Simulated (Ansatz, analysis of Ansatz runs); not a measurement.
# Li2MnO3 (C2/m): a line between two Mn sites for an added electron, part 2 of 2

Aim: the energy barrier that a trapped electron meets when it moves from one Mn atom to another one nearby in Li2MnO3 (C2/m). The model is a cell of 96 host atoms.

Ansatz 0.2.0; plane-wave PAW DFT, PBEsol+U; relaxation of all atoms of a supercell at fixed charge in a uniform background; PAW set soft_1.

So far. Step 2 (The cell without the carrier): The largest displacement from an ideal site is 0.007 Å. Step 3 (The electron on the first site): The largest changes of the moments are 0.55 μB on Mn41, 0.06 μB on O87 and 0.06 μB on O89. The largest part sits on the chosen site.

## 4. The electron on the second site

The same start is made on the second site, to get the end of the hop.

Contents of B.relax/input.yaml:

```yaml
crystal:
  lattice:
    - [-6.59624424, 8.52410662, 4.71522428]
    - [3.26296298, -8.52410662, 4.71677349]
    - [6.59624424, 8.52410662, -4.71522428]
  atoms:
    - { symbol: Li, position: [0.000148, 0.250495, 0.250427] }
    - { symbol: Li, position: [0.000184, 0.750515, 0.750439] }
[... 1 atom line left out ...]
    - { symbol: Li, position: [0.250141, 0.50045, 0.750415] }
[... 30 atom lines left out ...]
    - { symbol: Mn, position: [0.333701, 0.250535, 0.583958], spin: 3.0 }
[... 15 atom lines left out ...]
    - { symbol: O, position: [0.364448, 0.475274, 0.61094] }
[... 5 atom lines left out ...]
    - { symbol: O, position: [0.135909, 0.025774, 0.389978] }
[... 11 atom lines left out ...]
    - { symbol: O, position: [0.530786, 0.489639, 0.780493] }
[... 11 atom lines left out ...]
    - { symbol: O, position: [0.214261, 0.245641, 0.699552] }
[... 14 atom lines left out ...]
    - { symbol: O, position: [0.951922, 0.740327, 0.466297] }
total_charge: -1
basis:
  ecutwfc: 420
  xc_grid: 2
hamiltonian:
  xc: pbesol
  hubbard:
    sites: [{ species: Mn, l: d, u_eff: 5.0 }]
    projectors: ortho-atomic
  pseudopotentials: { kind: paw, azcp: { folder: soft_1 }, xc_functional: pbe }
kpoints:
  mp_grid: { grid: [1, 1, 1] }
magnetization:
  spin_polarized: true
  initial_magnetization: 49
  spin_locking: { lock_magnetization: hard }
scf:
  occupations: { method: fermi_dirac, width: 0.01 }
  max_iter: 120
  lower_state_search: "off"
output:
  forces: true
relax:
  f_tol: 0.015
  max_steps: 70
  escape_saddle: false
checkpoint:
  write: "../B.relax.run"
  compress: false
  write_wavefunctions: true
  write_every: 100000
```

Started as:

```
> ansatz run input.yaml --threads 32 --pin off --max-ram 84787MiB --backend cuda --events-out ev --progress --plain --runs-dir out --max-vram 78GiB
```

Numbers of over 12 decimals in the logs are rounded to 6 here.

Output:

```text
[...]
Crystal: 96 atoms, lattice volume = 792.718 Å³
Basis set: ecut = 420 eV, 15497 PW (Γ), exchange–correlation on 160×144×160 points (8 copies of the dense FFT grid, shifted against one another)
Bands: 433, of which v1, the nominal top of the filled ones, is band 313 counted from 1 (312 counted from 0)
Symmetry: 1 space group operations
[...]
k-points: 1
[...]
Starting moments: Σ|m| = 49 μB on 16 of 96 sites
[...]
SCF iter   1: F=—  HF=-95352.880665 eV  |Δ(HF+E_count)|=         —  Δρ=1.33e-1 (↑1.33e-1 ↓1.04e-1)  dr2=4.34e2  dr2_m=4.08e0  M=49.000 μB ∫|m|=55.040 μB  Hψ=2761
[...]
SCF iter   2: F=—  HF=-95319.891456 eV  |Δ(HF+E_count)|=    3.30e1  Δρ=5.94e-2 (↑3.90e-2 ↓5.94e-2)  dr2=4.96e1  dr2_m=4.30e0  M=49.000 μB ∫|m|=58.263 μB  Hψ=1803
[...]
Free energy (F): -95328.398249 eV
[...]
Internal energy: -95328.398249 eV  (E = F + TS)
E sigma→0 (E₀):  -95328.398249 eV
Fermi energy:    9.094428 (↑ 9.094428, ↓ 8.996136) eV
[...]
--- Forces (eV/Å), atoms counted from 1 ---
  atom   1  Li     0.00053980     0.00077871    -0.00045598
  atom   2  Li    -0.00049560     0.00074482     0.00053529
  [... 1 atom left out ...]
  atom   4  Li     0.00012627    -0.00356652     0.00013481
  [... 2 atoms left out ...]
  [... 90 more lines of this table ...]
  max |Σ_I F_I| component: 1.97e-6 eV/Å
--- Band table (eV) ---
[...]
Occupation matrices written to <dir>
--- Relaxed structure (5 steps of the walk, 5 accepted, 0 SCFs on fresh bases) ---
  F+E_penalty+E_count = -95328.39824907 eV   max|allowed force component| = 1.151e-2 eV/Å
  atoms:
    - { symbol: Li, position: [-0.000357, 0.250352, 0.250438] }
    - { symbol: Li, position: [0.000328, 0.750675, 0.750078] }
    [... 1 atom left out ...]
    - { symbol: Li, position: [0.250441, 0.500536, 0.750714] }
    [... 2 atoms left out ...]
  [... 90 more lines of this table ...]
[key lines of the parts left out:]
SCF converged after 9 iterations
Magnetization: 49.0000 μB (337.0000 up, 288.0000 down)
```

Elapsed: 6.1 s, on 1 × NVIDIA GB200 with 32 threads of Arm Neoverse V2, shared host; peak memory 1.7 GiB; 28 s of CPU time.

Distances from Mn44 without and with the electron:

| atom | without (Å) | with (Å) |
| --- | --- | --- |
| O81 | 1.91 | 2.03 |
| O92 | 1.91 | 2.04 |
| O69 | 1.91 | 1.91 |
| O76 | 1.92 | 1.91 |
| O59 | 1.92 | 2.06 |
| O54 | 1.92 | 2.06 |

The largest changes of the moments are 0.55 μB on Mn44, 0.06 μB on O92 and 0.06 μB on O81. The largest part sits on the chosen site.

## 5. Points on the line between the two structures

All atoms move on the straight line between the two relaxed structures, 1.87 amu^1/2 Å long in mass-weighted terms. Each point starts from the state of the point before, once from either end, so that both localised states can be followed; the midpoint is also started with the carrier shared.

Contents of A.x0500/input.yaml:

```yaml
crystal:
  lattice:
    - [-6.59624424, 8.52410662, 4.71522428]
    - [3.26296298, -8.52410662, 4.71677349]
    - [6.59624424, 8.52410662, -4.71522428]
  atoms:
    - { symbol: Li, position: [2.7e-05, 0.250411, 0.250559] }
    - { symbol: Li, position: [0.000158, 0.750597, 0.750165] }
[... 1 atom line left out ...]
    - { symbol: Li, position: [0.25184, 0.500861, 0.749585] }
[... 30 atom lines left out ...]
    - { symbol: Mn, position: [0.332229, 0.248608, 0.583346], spin: 3.0 }
[... 15 atom lines left out ...]
    - { symbol: O, position: [0.369542, 0.47958, 0.615579] }
[... 5 atom lines left out ...]
    - { symbol: O, position: [0.135679, 0.019535, 0.388296] }
[... 11 atom lines left out ...]
    - { symbol: O, position: [0.524063, 0.489288, 0.788909] }
[... 11 atom lines left out ...]
    - { symbol: O, position: [0.219654, 0.251398, 0.705101] }
[... 14 atom lines left out ...]
    - { symbol: O, position: [0.951163, 0.739733, 0.466113] }
total_charge: -1
basis:
  ecutwfc: 420
  xc_grid: 2
hamiltonian:
  xc: pbesol
  hubbard:
    sites: [{ species: Mn, l: d, u_eff: 5.0 }]
    projectors: ortho-atomic
  pseudopotentials: { kind: paw, azcp: { folder: soft_1 }, xc_functional: pbe }
kpoints:
  mp_grid: { grid: [1, 1, 1] }
magnetization:
  spin_polarized: true
  initial_magnetization: 49
  spin_locking: { lock_magnetization: hard }
scf:
  occupations: { method: fermi_dirac, width: 0.01 }
  max_iter: 120
  lower_state_search: "off"
output:
  forces: true
  eigenvalues: true
  eigenstates: { localisation: true }
  write_density: true
  write_potential: true
  volumetric_format: npy
checkpoint:
  read: "../A.x0375.run"
  write: "../A.x0500.run"
  compress: false
  write_wavefunctions: true
  write_every: 100000
```

Output:

```text
[...]
Warning: checkpoint.read: the run can stay near the saved state's solution: 96 site(s) moved relative to the saved geometry (max |Δs| = 2.472e-3 fractional); [...]
[...]
device memory: the entry about to start is reckoned to put 6.1 GiB on a device that reports 170.2 GiB free (of which the cap on the GPU budget leaves the run 78.0 GiB)
GPU FFT provider: cuFFT
GPU libraries: cuBLAS 13.8.1, cuFFT 12.4.0, cuSOLVER 12.3.2
GPU matrix products: emulated (plane waves: as basis.precision tells), large ones in fixed point in workspaces of 1.00 GiB
Crystal: 96 atoms, lattice volume = 792.718 Å³
Basis set: ecut = 420 eV, 15497 PW (Γ), exchange–correlation on 160×144×160 points (8 copies of the dense FFT grid, shifted against one another)
Bands: 433, of which v1, the nominal top of the filled ones, is band 313 counted from 1 (312 counted from 0)
Symmetry: 1 space group operations
[...]
k-points: 1
[...]
Starting moments: Σ|m| = 49 μB on 16 of 96 sites; this step starts from the density that it was given
[...]
GPU buffer pool allocated for 460800 grid points (all kernels)
GPU transforms: local potential and band sums: pruned to the plane-wave sphere, on 80×72×80
[...]
iter 1 solved again at ethr=5.92e-4 eV; its pass at ethr=3.10e-3 eV (dr2=3.70e0 eV) is discarded
[...]
SCF iter  21: F=-95328.219384 eV  HF=-95328.219385 eV  |Δ(HF+E_count)|=   1.25e-8  Δρ=8.62e-7 (↑8.62e-7 ↓4.55e-7)  dr2=6.03e-9  dr2_m=2.25e-9  M=49.000 μB ∫|m|=58.429 μB  Hψ=5280
SCF 1 converged in 21 iterations: F = -95328.219384 eV  dr2 = 6.03e-9
[...]
SCF converged after 21 iterations
[...]
Magnetization: 49.0000 μB (337.0000 up, 288.0000 down)
Absolute magnetization: 58.6394 μB (∫|ρ↑−ρ↓|, with the PAW one-centre terms)
[...]
Per-site moments (μB) at R_I (Å): [(0.00461271, 0.844344), (0.00489445, 0.842506), (0.00458015, 0.836263), [... 6 left out ...]
Free energy (F): -95328.219384 eV
[...]
Internal energy: -95328.209112 eV  (E = F + TS)
E sigma→0 (E₀):  -95328.214248 eV
Entropy (-TS):   -0.010272 eV (-0.107 meV/atom)
Fermi energy:    9.109211 (↑ 9.109211, ↓ 8.994258) eV
[...]
--- Forces (eV/Å), atoms counted from 1 ---
  atom   1  Li     0.00104292    -0.02156523    -0.00177580
  atom   2  Li    -0.00147399    -0.00513980    -0.00021350
  [... 1 atom left out ...]
  atom   4  Li     0.00402828    -0.01214997    -0.00345833
  [... 2 atoms left out ...]
  [... 90 more lines of this table ...]
  max |Σ_I F_I| component: 1.10e-6 eV/Å
--- Band table (eV) ---
[...]
Occupation matrices written to <dir>
```

Run time: 2.4 s. Hardware: 1 × NVIDIA GB200 with 32 threads; peak memory 1.5 GiB; 12 s of CPU time.

From eigenstates.tsv, first k-point; energies on the run's zero. The participation number counts the atoms that a state is spread over, of 96; bands count from 0.

```
spin  band  energy (eV)  occupation  participation  largest share on  share
down   282        6.899        1.00           37.5               O83   0.05
down   283        6.911        1.00           44.7               O92   0.04
down   284        6.918        1.00           45.0               O81   0.06
down   285        7.013        1.00           52.8               O57   0.03
down   286        7.023        1.00           45.0               O57   0.04
down   287        7.145        1.00           45.2               O81   0.03
down   288       10.844        0.00           19.8              Mn40   0.08
down   289       10.989        0.00           13.7              Mn47   0.15
down   290       10.992        0.00           11.7              Mn40   0.17
down   291       11.025        0.00           13.6              Mn46   0.15
down   292       11.041        0.00           12.4              Mn37   0.17
  up   331        7.213        1.00           33.7               O57   0.08
  up   332        7.229        1.00           37.1               O94   0.07
  up   333        7.274        1.00           39.6               O67   0.05
  up   334        7.288        1.00           38.0               O92   0.08
  up   335        7.376        1.00           29.8               O81   0.06
  up   336        9.096        0.79           12.4              Mn41   0.17
  up   337        9.123        0.21           13.1              Mn44   0.16
  up   338        9.413        0.00           27.5              Mn36   0.07
  up   339        9.415        0.00           26.8              Mn37   0.08
  up   340        9.563        0.00           22.9              Mn42   0.12
  up   341        9.567        0.00           22.0              Mn48   0.12
```

Free energies from the first end:

```
started from  fraction  energy (eV)  moment change on Mn41 (μB)  on Mn44 (μB)
  first site         0        0.000                        0.55         -0.01
  first site     0.125        0.019                        0.53          0.02
  first site      0.25        0.074                        0.51          0.05
  first site     0.375        0.149                        0.44          0.16
  first site       0.5        0.179                        0.32          0.32
  first site     0.625        0.149                        0.17          0.44
 second site     0.875        0.019                        0.03          0.53
 second site      0.75        0.074                        0.06          0.50
 second site     0.625        0.149                        0.17          0.44
 second site       0.5        0.179                        0.32          0.32
 second site     0.375        0.149                        0.44          0.16
      shared       0.5        0.179                        0.32          0.32
 second site         1        0.000                       -0.01          0.55
```

## 6. Results

```yaml
barrier_forward: 0.18 eV
barrier_backward: 0.18 eV
distance_of_the_two_sites_without_the_carrier: 4.92 Å
carrier_at_the_midpoint: shared
```

In words: On this line the electron must cross 0.18 eV to hop 4.92 Å; both ends have the same energy within 0.005 eV. At the midpoint the lowest state found shares the carrier between both sites, and no finished start kept it on one. That fits an adiabatic hop but does not prove it, since self-interaction left by this U favours sharing too. With an assumed attempt frequency of 1e13 per second the rate at 300 K would be 1e+10 per second for this barrier, if every crossing succeeded. A straight line need not be the lowest path, so the true barrier at this U can be lower, or higher if the ends can still break their symmetry. A shorter hop, 2.84 Å to Mn34, was not computed. No run compares the localised electron with one spread in the band, so its binding is unknown and the barrier may exceed it. The magnetic order was assumed and need not be the ground state. The total moment is locked, so a carrier of the other spin direction was not tried. The program's search for lower electronic states was switched off in all runs, so that each state is followed; none is shown to be the lowest at its structure. No image-charge correction is applied; it nearly cancels along the line while the charge stays localised. What this leaves open: sampling at the zone centre alone can move energies of charged and open-shell states by tenths of an eV or more in cells of this size; gap and trapping depend on the U chosen (Mn d 5.0 eV).

[Logs are printed without paths, hosts, clocks, repeated set-up lines and the standing remarks that a program may print on its own settings, such as how far it seeks lower states.]

[Hosts, paths, dates, database ids (printed as entryN), source tags and the programs' standing remarks are cut or masked in the printed files.]
